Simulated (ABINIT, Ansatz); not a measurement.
# PbF2 (Fluorocronite): G0W0 with ABINIT, start to end

Wanted: ground state, empty states, screening and self-energy for PbF2 (Fluorocronite).

Program: ABINIT 10.8.3. Level of theory: LDA and many-body steps on it, plane waves. Results are calculated unless marked as measured.

The database entry behind the starting cell differs from later determinations by our own check (0.1 to 0.3 % short, probably kX units), so it need not match the best structure at ambient conditions.

## Step 1: Set-up

The structure is cubic, space group Fm-3m (No. 225). Conventional cell: a = 5.927 Å, b = 5.927 Å, c = 5.927 Å, α = 90.00°, β = 90.00°, γ = 90.00°. Pb has 8 F at 2.57 Å nearest. F has 4 Pb at 2.57 Å nearest. Farther neighbours and most contacts between anions are not listed.

The cell and positions come from the Crystallography Open Database and are kept as given unless a step says otherwise. This is not the form that PbF2 usually takes at ambient conditions. Spin-orbit coupling is left out unless a step names it.

## Step 2: Ground state

This step: ABINIT 10.8.3; DFT, LDA, plane waves, norm-conserving pseudopotentials.

The ground-state density comes first.

File run.abi:

```
acell 3*1.0 Angstrom
rprim 
  -0.000000000000 2.963660000000 2.963660000000
  2.963660000000 0.000000000000 2.963660000000
  2.963660000000 2.963660000000 -0.000000000000
ntypat 2
znucl 82 9
natom 3
typat 1 2 2
xred 
  0.000000000000 0.000000000000 0.000000000000
  0.250000000000 0.250000000000 0.250000000000
  0.750000000000 0.750000000000 0.750000000000
pp_dirpath "pseudos"
pseudos "Pb.upf, F.upf"
ecut 36
ngkpt 6 6 6
nshiftk 1
shiftk 0 0 0
kptopt 1
chksymbreak 0
nband 19
occopt 1
tolvrs 1e-10
nstep 60
prtwf 0
optforces 0
optstress 0
indata_prefix "in"
outdata_prefix "out"
tmpdata_prefix "tmp"
```

On the command line:

```sh
$ OMP_NUM_THREADS=1 mpirun -n 4 abinit run.abi > log
```

Numbers of over 12 decimals in the logs are rounded to 6 here.

What it wrote:

```text
.Version 10.8.3 of ABINIT. v10.8.2 released Aug 2026.

 Symmetries : space group Fm -3 m (#225); Bravais cF (face-center cubic)
================================================================================
 Values of the parameters that define the memory need of the present run
     intxc =       0    ionmov =       0      iscf =       7    lmnmax =       6
     lnmax =       6     mgfft =      45  mpssoang =       3    mqgrid =    3001
     natom =       3  nloc_mem =       1    nspden =       1   nspinor =       1
    nsppol =       1      nsym =      48    n1xccc =    2501    ntypat =       2
    occopt =       1   xclevel =       1
-    mband =          19        mffmem =           1         mkmem =           4
       mpw =        3641          nfft =       91125          nkpt =          16
================================================================================
  Rough estimation (10% accuracy) of disk space for files :
================================================================================

--------------------------------------------------------------------------------
------------- Echo of variables that govern the present computation ------------
--------------------------------------------------------------------------------
 -outvars: echo values of preprocessed input variables --------
            acell      1.8897261259E+00  1.8897261259E+00  1.8897261259E+00 Bohr

      chksymbreak           0
             ecut      3.60000000E+01 Hartree
-          fftalg         312

              ixc       -1012
              kpt      0.00000000E+00  0.00000000E+00  0.00000000E+00
                       1.66666667E-01  0.00000000E+00  0.00000000E+00
                       3.33333333E-01  0.00000000E+00  0.00000000E+00
                       5.00000000E-01  0.00000000E+00  0.00000000E+00
                       1.66666667E-01  1.66666667E-01  0.00000000E+00
                       3.33333333E-01  1.66666667E-01  0.00000000E+00
                       5.00000000E-01  1.66666667E-01  0.00000000E+00
                      -3.33333333E-01  1.66666667E-01  0.00000000E+00
                      -1.66666667E-01  1.66666667E-01  0.00000000E+00
   [... 5 further rows ...]
                      -3.33333333E-01  3.33333333E-01  1.66666667E-01
                      -3.33333333E-01  5.00000000E-01  1.66666667E-01
         kptrlatt        6    0    0      0    6    0      0    0    6
          kptrlen      4.75218670E+01
P           mkmem           4
            natom           3
            nband          19
            ngfft          45      45      45
             nkpt          16
            nstep          60
             nsym          48
           ntypat           2
              occ      2.000000  2.000000  2.000000  2.000000  2.000000  2.000000
                       2.000000  2.000000  2.000000  2.000000  2.000000  2.000000
                       2.000000  2.000000  0.000000  0.000000  0.000000  0.000000
                       0.000000
        optforces           0
        optstress           0
            prtwf           0
            rprim     -0.0000000000E+00  2.9636600000E+00  2.9636600000E+00
[...]
spgroup         225

           tolvrs      1.00000000E-10

             xred      0.0000000000E+00  0.0000000000E+00  0.0000000000E+00
[...]
znucl       82.00000    9.00000

================================================================================

 chkinp: Checking input parameters for consistency.

================================================================================
== DATASET  1 ==================================================================
-   mpi_nproc: 4, omp_nthreads: 1 (-1 if OMP is not activated)

--- !DatasetInfo
iteration_state: {dtset: 1, }
dimensions: {natom: 3, nkpt: 16, mband: 19, nsppol: 1, nspinor: 1, nspden: 1, mpw: 3641, }
cutoff_energies: {ecut:  36.0, pawecutdg:  -1.0, }
electrons: {nelect:   2.80000000E+01, charge:   0.00000000E+00, occopt:   1.00000000E+00, tsmear:   1.00000000E-02, }

 Real(R)+Recip(G) space primitive vectors, cartesian coordinates (Bohr,Bohr^-1):
 R(1)=  0.0000000  5.6005057  5.6005057  G(1)= -0.0892777  0.0892777  0.0892777
 R(2)=  5.6005057  0.0000000  5.6005057  G(2)=  0.0892777 -0.0892777  0.0892777
 R(3)=  5.6005057  5.6005057  0.0000000  G(3)=  0.0892777  0.0892777 -0.0892777
 Unit cell volume ucvol=  3.5132717E+02 bohr^3
 Angles (23,13,12)=  6.00000000E+01  6.00000000E+01  6.00000000E+01 degrees

 getcut: wavevector=  0.0000  0.0000  0.0000  ngfft=  45  45  45
         ecut(hartree)=     36.000   => boxcut(ratio)=   2.05681

--- Pseudopotential description ------------------------------------------------
- Pb Generated using ONCVPSP code by D. R. Hamann
- 82.00000  14.00000  180309                  znucl, zion, pspdat
12 -1012 2 -1 1638                            pspcod,pspxc,lmax,lloc,mmax
     nproj     2     2     2
  pspatm : epsatm=   44.14136491
         --- l  ekb(1:nproj) -->
[...]
pspatm: atomic psp has been read  and splines computed

- F Generated using ONCVPSP code by D. R. Hamann
-  9.00000   7.00000  201202                  znucl, zion, pspdat
12 -1012 2 -1 824                             pspcod,pspxc,lmax,lloc,mmax
     nproj     2     2     1
  pspatm : epsatm=    4.94580260
         --- l  ekb(1:nproj) -->
[...]
2   -2.364936
 pspatm: atomic psp has been read  and splines computed

   1.51292316E+03                                ecore*ucvol(ha*bohr**3)
--------------------------------------------------------------------------------

_setup2: Arith. and geom. avg. npw (full set) are    3625.958    3625.943

================================================================================

--- !BeginCycle
iteration_state: {dtset: 1, }
solver: {iscf: 7, nstep: 60, nline: 4, wfoptalg: 0, }
tolerances: {tolvrs: 1.00E-10, }

     iter   Etot(hartree)      deltaE(h)  residm     vres2
 ETOT  1  -119.22932112431    -1.192E+02 2.202E-01 5.301E+02
 ETOT  2  -119.30373958935    -7.442E-02 7.431E-03 6.190E+02
 ETOT  3  -119.49225927162    -1.885E-01 4.450E-03 2.963E+01
 ETOT  4  -119.49799619051    -5.737E-03 4.449E-04 3.817E-01
 ETOT  5  -119.49809272817    -9.654E-05 3.501E-04 5.809E-02
 ETOT  6  -119.49810343962    -1.071E-05 2.765E-04 2.992E-03
 ETOT  7  -119.49810379486    -3.552E-07 3.204E-04 1.149E-05
 ETOT  8  -119.49810379554    -6.845E-10 2.612E-04 1.164E-05
 ETOT  9  -119.49810379682    -1.282E-09 3.249E-04 1.681E-07
 ETOT 10  -119.49810379684    -2.225E-11 2.317E-04 1.174E-11

 At SCF step   10       vres2   =  1.17E-11 < tolvrs=  1.00E-10 =>converged.

--- !ResultsGS
iteration_state: {dtset: 1, }
comment   : Summary of ground state results
lattice_vectors:
- [ -0.0000000,   5.6005057,   5.6005057, ]
- [  5.6005057,   0.0000000,   5.6005057, ]
- [  5.6005057,   5.6005057,  -0.0000000, ]
lattice_lengths: [   7.92031,    7.92031,    7.92031, ]
lattice_angles: [ 60.000,  60.000,  60.000, ] # degrees, (23, 13, 12)
lattice_volume:   3.5132717E+02
convergence: {deltae: -2.225E-11, res2:  1.174E-11, residm:  2.317E-04, diffor:  0.000E+00, }
etotal    :  -1.19498104E+02
entropy   :   0.00000000E+00
fermie    :   2.19087993E-02
cartesian_stress_tensor: null
pressure_GPa: null
xred      :
- [  0.0000E+00,   0.0000E+00,   0.0000E+00, Pb]
- [  2.5000E-01,   2.5000E-01,   2.5000E-01,  F]
- [  7.5000E-01,   7.5000E-01,   7.5000E-01,  F]
cartesian_forces: null
force_length_stats: {min: null, max: null, mean: null, }

 Integrated electronic density in atomic spheres:
 ------------------------------------------------
 Atom  Sphere_radius  Integrated_density
[...]
3        2.00000          6.97074465
================================================================================

 ----iterations are completed or convergence reached----

 Mean square residual over all n,k,spin=   88.683E-08; max=  23.166E-05
 reduced coordinates (array xred) for    3 atoms
       0.000000000000      0.000000000000      0.000000000000
       0.250000000000      0.250000000000      0.250000000000
       0.750000000000      0.750000000000      0.750000000000
 rms dE/dt=  0.0000E+00; max dE/dt=  0.0000E+00; dE/dt below (all hartree)
    1       0.000000000000      0.000000000000      0.000000000000
    2       0.000000000000      0.000000000000      0.000000000000
    3       0.000000000000      0.000000000000      0.000000000000

 cartesian coordinates (angstrom) at end:
    1      0.000000     0.000000     0.000000
    2      1.481830     1.481830     1.481830
    3      4.445490     4.445490     4.445490
 length scales=  1.889726125908  1.889726125908  1.889726125908 bohr
              =  1.000000000000  1.000000000000  1.000000000000 angstroms
 prteigrs : about to open file out_EIG
 Fermi (or HOMO) energy (hartree) =   0.02191   Average Vxc (hartree)=  -0.37837
 Eigenvalues (hartree) for nkpt=  16  k points:
 kpt#   1, nband= 19, wtk=  0.00463, kpt=  0.0000  0.0000  0.0000 (reduced coord)
  -0.73576   -0.71109   -0.49929   -0.49929   -0.49929   -0.49660   -0.49660   -0.15044
  -0.06772   -0.06772   -0.06772   -0.04930   -0.04930   -0.04930    0.26561    0.26561
   0.26561    0.40073    0.57097
 prteigrs : prtvol=0 or 1, do not print more k-points.

--- !EnergyTerms
iteration_state     : {dtset: 1, }
comment             : Components of total free energy in Hartree
kinetic             :  6.67223774631975E+01
hartree             :  2.90126468602337E+01
xc                  : -3.05184406685431E+01
Ewald energy        : -7.89706438108691E+01
psp_core            :  4.30630849495051E+00
local_psp           : -9.03496565770984E+01
non_local_psp       : -1.97006955587156E+01
total_energy        : -1.19498103796844E+02
total_energy_eV     : -3.25170905807826E+03
band_energy         : -8.89409762576581E+00

== END DATASET(S) ==============================================================
================================================================================

 -outvars: echo values of variables after computation  --------
           etotal     -1.1949810380E+02
            nband          19
             nkpt          16
          spgroup         225
 [... the other variables as echoed above ...]

 Calculation completed.
```

Run time: 22 s. Hardware: 4 MPI ranks of Arm Neoverse N1, shared host; peak memory 0.33 GiB.

This step gave:

```yaml
total_energy: -3251.7091 eV
gap: 4.286 eV
k_of_the_valence_top: -0.3333, 0.3333, 0.1667
k_of_the_conduction_bottom: 0.5, 0.5, 0
least_direct_gap: 4.425 eV
```

The gap is indirect, with the least direct gap 0.14 eV higher.

## Step 3: Bands along the symmetry lines

Levels along a band path, at the cheap level, show where the edges lie and whether the meshes to come will hold them.

File run.abi:

```
acell 3*1.0 Angstrom
rprim 
  -0.000000000000 2.963660000000 2.963660000000
  2.963660000000 0.000000000000 2.963660000000
  2.963660000000 2.963660000000 -0.000000000000
ntypat 2
znucl 82 9
natom 3
typat 1 2 2
xred 
  0.000000000000 0.000000000000 0.000000000000
  0.250000000000 0.250000000000 0.250000000000
  0.750000000000 0.750000000000 0.750000000000
pp_dirpath "pseudos"
pseudos "Pb.upf, F.upf"
ecut 36
iscf -2
irdden 1
kptopt 0
nkpt 50
kpt 
  0.00000000 0.00000000 0.00000000
  0.06250000 0.00000000 0.06250000
  0.12500000 0.00000000 0.12500000
  0.18750000 0.00000000 0.18750000
  0.25000000 0.00000000 0.25000000
  0.31250000 0.00000000 0.31250000
  0.37500000 0.00000000 0.37500000
  0.43750000 0.00000000 0.43750000
  0.50000000 0.00000000 0.50000000
  0.51562500 0.03125000 0.51562500
  0.53125000 0.06250000 0.53125000
  0.54687500 0.09375000 0.54687500
  0.56250000 0.12500000 0.56250000
  0.57812500 0.15625000 0.57812500
  0.59375000 0.18750000 0.59375000
  0.60937500 0.21875000 0.60937500
  0.62500000 0.25000000 0.62500000
  0.37500000 0.37500000 0.75000000
  0.32812500 0.32812500 0.65625000
  0.28125000 0.28125000 0.56250000
  0.23437500 0.23437500 0.46875000
  0.18750000 0.18750000 0.37500000
  0.14062500 0.14062500 0.28125000
  0.09375000 0.09375000 0.18750000
  0.04687500 0.04687500 0.09375000
  0.00000000 0.00000000 0.00000000
  0.06250000 0.06250000 0.06250000
  0.12500000 0.12500000 0.12500000
  0.18750000 0.18750000 0.18750000
  0.25000000 0.25000000 0.25000000
  0.31250000 0.31250000 0.31250000
  0.37500000 0.37500000 0.37500000
  0.43750000 0.43750000 0.43750000
  0.50000000 0.50000000 0.50000000
  0.50000000 0.46875000 0.53125000
  0.50000000 0.43750000 0.56250000
  0.50000000 0.40625000 0.59375000
  0.50000000 0.37500000 0.62500000
  0.50000000 0.34375000 0.65625000
  0.50000000 0.31250000 0.68750000
  0.50000000 0.28125000 0.71875000
  0.50000000 0.25000000 0.75000000
  0.50000000 0.21875000 0.71875000
  0.50000000 0.18750000 0.68750000
  0.50000000 0.15625000 0.65625000
  0.50000000 0.12500000 0.62500000
  0.50000000 0.09375000 0.59375000
  0.50000000 0.06250000 0.56250000
  0.50000000 0.03125000 0.53125000
  0.50000000 0.00000000 0.50000000
istwfk *1
nband 21
nbdbuf 2
tolwfr 1e-08
nstep 40
prtwf 0
prtvol 0
indata_prefix "in"
outdata_prefix "out"
tmpdata_prefix "tmp"
```

What it wrote:

```text
.Version 10.8.3 of ABINIT. v10.8.2 released Aug 2026.

 Symmetries : space group Fm -3 m (#225); Bravais cF (face-center cubic)
[... echo of the input left out ...]
== DATASET  1 ==================================================================
-   mpi_nproc: 4, omp_nthreads: 1 (-1 if OMP is not activated)

--- !DatasetInfo
iteration_state: {dtset: 1, }
dimensions: {natom: 3, nkpt: 50, mband: 21, nsppol: 1, nspinor: 1, nspden: 1, mpw: 3695, }
cutoff_energies: {ecut:  36.0, pawecutdg:  -1.0, }
electrons: {nelect:   2.80000000E+01, charge:   0.00000000E+00, occopt:   1.00000000E+00, tsmear:   1.00000000E-02, }

 Real(R)+Recip(G) space primitive vectors, cartesian coordinates (Bohr,Bohr^-1):
 R(1)=  0.0000000  5.6005057  5.6005057  G(1)= -0.0892777  0.0892777  0.0892777
 R(2)=  5.6005057  0.0000000  5.6005057  G(2)=  0.0892777 -0.0892777  0.0892777
 R(3)=  5.6005057  5.6005057  0.0000000  G(3)=  0.0892777  0.0892777 -0.0892777
 Unit cell volume ucvol=  3.5132717E+02 bohr^3
 Angles (23,13,12)=  6.00000000E+01  6.00000000E+01  6.00000000E+01 degrees

 getcut: wavevector=  0.0000  0.0000  0.0000  ngfft=  45  45  45
         ecut(hartree)=     36.000   => boxcut(ratio)=   2.05681

--- Pseudopotential description ------------------------------------------------
- Pb Generated using ONCVPSP code by D. R. Hamann
- 82.00000  14.00000  180309                  znucl, zion, pspdat
12 -1012 2 -1 1638                            pspcod,pspxc,lmax,lloc,mmax
     nproj     2     2     2
  pspatm : epsatm=   44.14136491
         --- l  ekb(1:nproj) -->
             0    6.261251    1.210156
             1    4.271695    0.573698
             2   -3.250355   -0.847110
 pspatm: atomic psp has been read  and splines computed

- F Generated using ONCVPSP code by D. R. Hamann
-  9.00000   7.00000  201202                  znucl, zion, pspdat
12 -1012 2 -1 824                             pspcod,pspxc,lmax,lloc,mmax
     nproj     2     2     1
  pspatm : epsatm=    4.94580260
         --- l  ekb(1:nproj) -->
[...]
2   -2.364936
 pspatm: atomic psp has been read  and splines computed

--------------------------------------------------------------------------------

================================================================================
 prteigrs : about to open file out_EIG
 Non-SCF case, kpt    1 (  0.00000  0.00000  0.00000), residuals and eigenvalues=
  2.98E-09  3.56E-09  3.88E-09  5.46E-09  8.24E-09  6.63E-09  9.19E-09  3.18E-09
  2.97E-09  4.38E-09  9.06E-09  2.32E-09  5.09E-09  8.03E-09  1.58E-09  2.13E-09
  9.71E-09  4.05E-09  7.39E-09  7.49E-09  1.81E-04
 -7.3576E-01 -7.1109E-01 -4.9929E-01 -4.9929E-01 -4.9929E-01 -4.9660E-01
 -4.9660E-01 -1.5044E-01 -6.7715E-02 -6.7715E-02 -6.7715E-02 -4.9297E-02
 -4.9297E-02 -4.9297E-02  2.6561E-01  2.6561E-01  2.6561E-01  4.0073E-01
[...]
7.63E-09  6.07E-09  6.35E-09  1.37E-08  2.50E-04
[...]
Non-SCF case, kpt   49 (  0.50000  0.03125  0.53125), residuals and eigenvalues=
[...]
Non-SCF case, kpt   50 (  0.50000  0.00000  0.50000), residuals and eigenvalues=
[...]
-4.9000E-01 -2.1666E-01 -1.0891E-01 -1.0891E-01 -3.3377E-02 -3.3377E-02
 -3.3215E-02  1.6803E-02  1.7942E-01  3.0788E-01  3.0788E-01  3.3914E-01
[...]
--- !ResultsGS
iteration_state: {dtset: 1, }
comment   : Summary of ground state results
lattice_vectors:
- [ -0.0000000,   5.6005057,   5.6005057, ]
- [  5.6005057,   0.0000000,   5.6005057, ]
- [  5.6005057,   5.6005057,  -0.0000000, ]
lattice_lengths: [   7.92031,    7.92031,    7.92031, ]
lattice_angles: [ 60.000,  60.000,  60.000, ] # degrees, (23, 13, 12)
lattice_volume:   3.5132717E+02
convergence: {deltae:  0.000E+00, res2:  0.000E+00, residm:  9.993E-09, diffor:  0.000E+00, }
etotal    :  -1.19498104E+02
entropy   :   0.00000000E+00
fermie    :   2.19087993E-02
cartesian_stress_tensor: null
pressure_GPa: null
xred      :
- [  0.0000E+00,   0.0000E+00,   0.0000E+00, Pb]
- [  2.5000E-01,   2.5000E-01,   2.5000E-01,  F]
- [  7.5000E-01,   7.5000E-01,   7.5000E-01,  F]
cartesian_forces: null
force_length_stats: {min: null, max: null, mean: null, }

 Integrated electronic density in atomic spheres:
 ------------------------------------------------
 Atom  Sphere_radius  Integrated_density
[...]
================================================================================

 ----iterations are completed or convergence reached----

 Mean square residual over all n,k,spin=   51.311E-10; max=  99.928E-10
 reduced coordinates (array xred) for    3 atoms
[...]
0.250000000000      0.250000000000      0.250000000000
       0.750000000000      0.750000000000      0.750000000000

 cartesian coordinates (angstrom) at end:
    1      0.000000     0.000000     0.000000
    2      1.481830     1.481830     1.481830
    3      4.445490     4.445490     4.445490
 length scales=  1.889726125908  1.889726125908  1.889726125908 bohr
              =  1.000000000000  1.000000000000  1.000000000000 angstroms
 prteigrs : about to open file out_EIG
 Eigenvalues (hartree) for nkpt=  50  k points:
 kpt#   1, nband= 21, wtk=  1.00000, kpt=  0.0000  0.0000  0.0000 (reduced coord)
[...]
kpt#   2, nband= 21, wtk=  1.00000, kpt=  0.0625  0.0000  0.0625 (reduced coord)
[...]
kpt#   3, nband= 21, wtk=  1.00000, kpt=  0.1250  0.0000  0.1250 (reduced coord)
[...]
kpt#  49, nband= 21, wtk=  1.00000, kpt=  0.5000  0.0313  0.5313 (reduced coord)
[...]
0.30665    0.34123    0.53989    0.63872    0.65160
 kpt#  50, nband= 21, wtk=  1.00000, kpt=  0.5000  0.0000  0.5000 (reduced coord)
  -0.72457   -0.72043   -0.49805   -0.49584   -0.49584   -0.49566   -0.49000   -0.21666
  -0.10891   -0.10891   -0.03338   -0.03338   -0.03321    0.01680    0.17942    0.30788
   0.30788    0.33914    0.53802    0.63862    0.65624

== END DATASET(S) ==============================================================
================================================================================

 -outvars: echo values of variables after computation  --------
            nband          21
             nkpt          50
          spgroup         225
 [... the other variables as echoed above ...]

 Calculation completed.
```

It took 32 s on 4 MPI ranks; peak memory 0.33 GiB.

This step gave:

```
gap                        : 4.267 eV
k of the valence top       : 0.5, 0.25, 0.75
k of the conduction bottom : 0.5, 0, 0.5
least direct gap           : 4.425 eV
```

The gap is 4.267 eV, −0.019 eV from the run before at this level.

Electronic bands along the path, in eV, zero at the top of the highest filled band:

```tsv
point	band 11	band 12	band 13	band 14	band 15	band 16	band 17	band 18
Γ	-2.46	-1.96	-1.96	-1.96	6.61	6.61	6.61	10.29
halfway	-2.01	-1.70	-1.70	-0.97	4.88	7.24	7.24	10.92
X	-1.52	-1.52	-1.52	-0.16	4.27	7.76	7.76	8.61
halfway	-1.69	-1.56	-1.52	-0.11	4.53	7.30	7.76	8.94
U	-2.05	-1.68	-1.53	-0.03	5.18	6.52	7.75	9.53
jump to K	-2.05	-1.68	-1.53	-0.03	5.18	6.52	7.75	9.53
halfway	-2.45	-2.20	-1.69	-0.62	5.24	6.93	7.22	12.22
Γ	-2.46	-1.96	-1.96	-1.96	6.61	6.61	6.61	10.29
halfway	-2.57	-2.04	-2.04	-0.83	5.33	7.06	7.06	12.54
L	-2.68	-2.13	-2.13	-0.02	4.87	7.53	7.53	12.94
halfway	-2.69	-1.76	-1.75	-0.03	5.30	6.62	7.59	10.65
W	-2.68	-1.58	-1.46	0.00	5.92	5.92	7.31	9.88
halfway	-1.91	-1.56	-1.48	-0.08	4.77	7.16	7.47	9.25
X	-1.52	-1.52	-1.52	-0.16	4.27	7.76	7.76	8.61
```

[end of part 1 of 2]

[Paths, hosts, dates, memory and timing lines, banners, echoed tables and standing remarks are left out of the program output.]

[Logs are printed without paths, hosts, clocks, repeated set-up lines and the standing remarks that a program may print on its own settings, such as how far it seeks lower states.]

[Runs of the session that timed out or met a known fault of the program may be left out.]

[Hosts, paths, dates, database ids (printed as entryN), source tags and the programs' standing remarks are cut or masked in the printed files.]

[G0W0 gaps are taken among the corrected bands and points alone; a level outside them can change the order at an edge.]

[Where Ansatz stands beside ABINIT at settings called matched, ABINIT's density can come from a denser mesh and the files from another edition; pairs whose starting gaps differed by over 0.03 eV were left out, so agreement reads better than it is.]
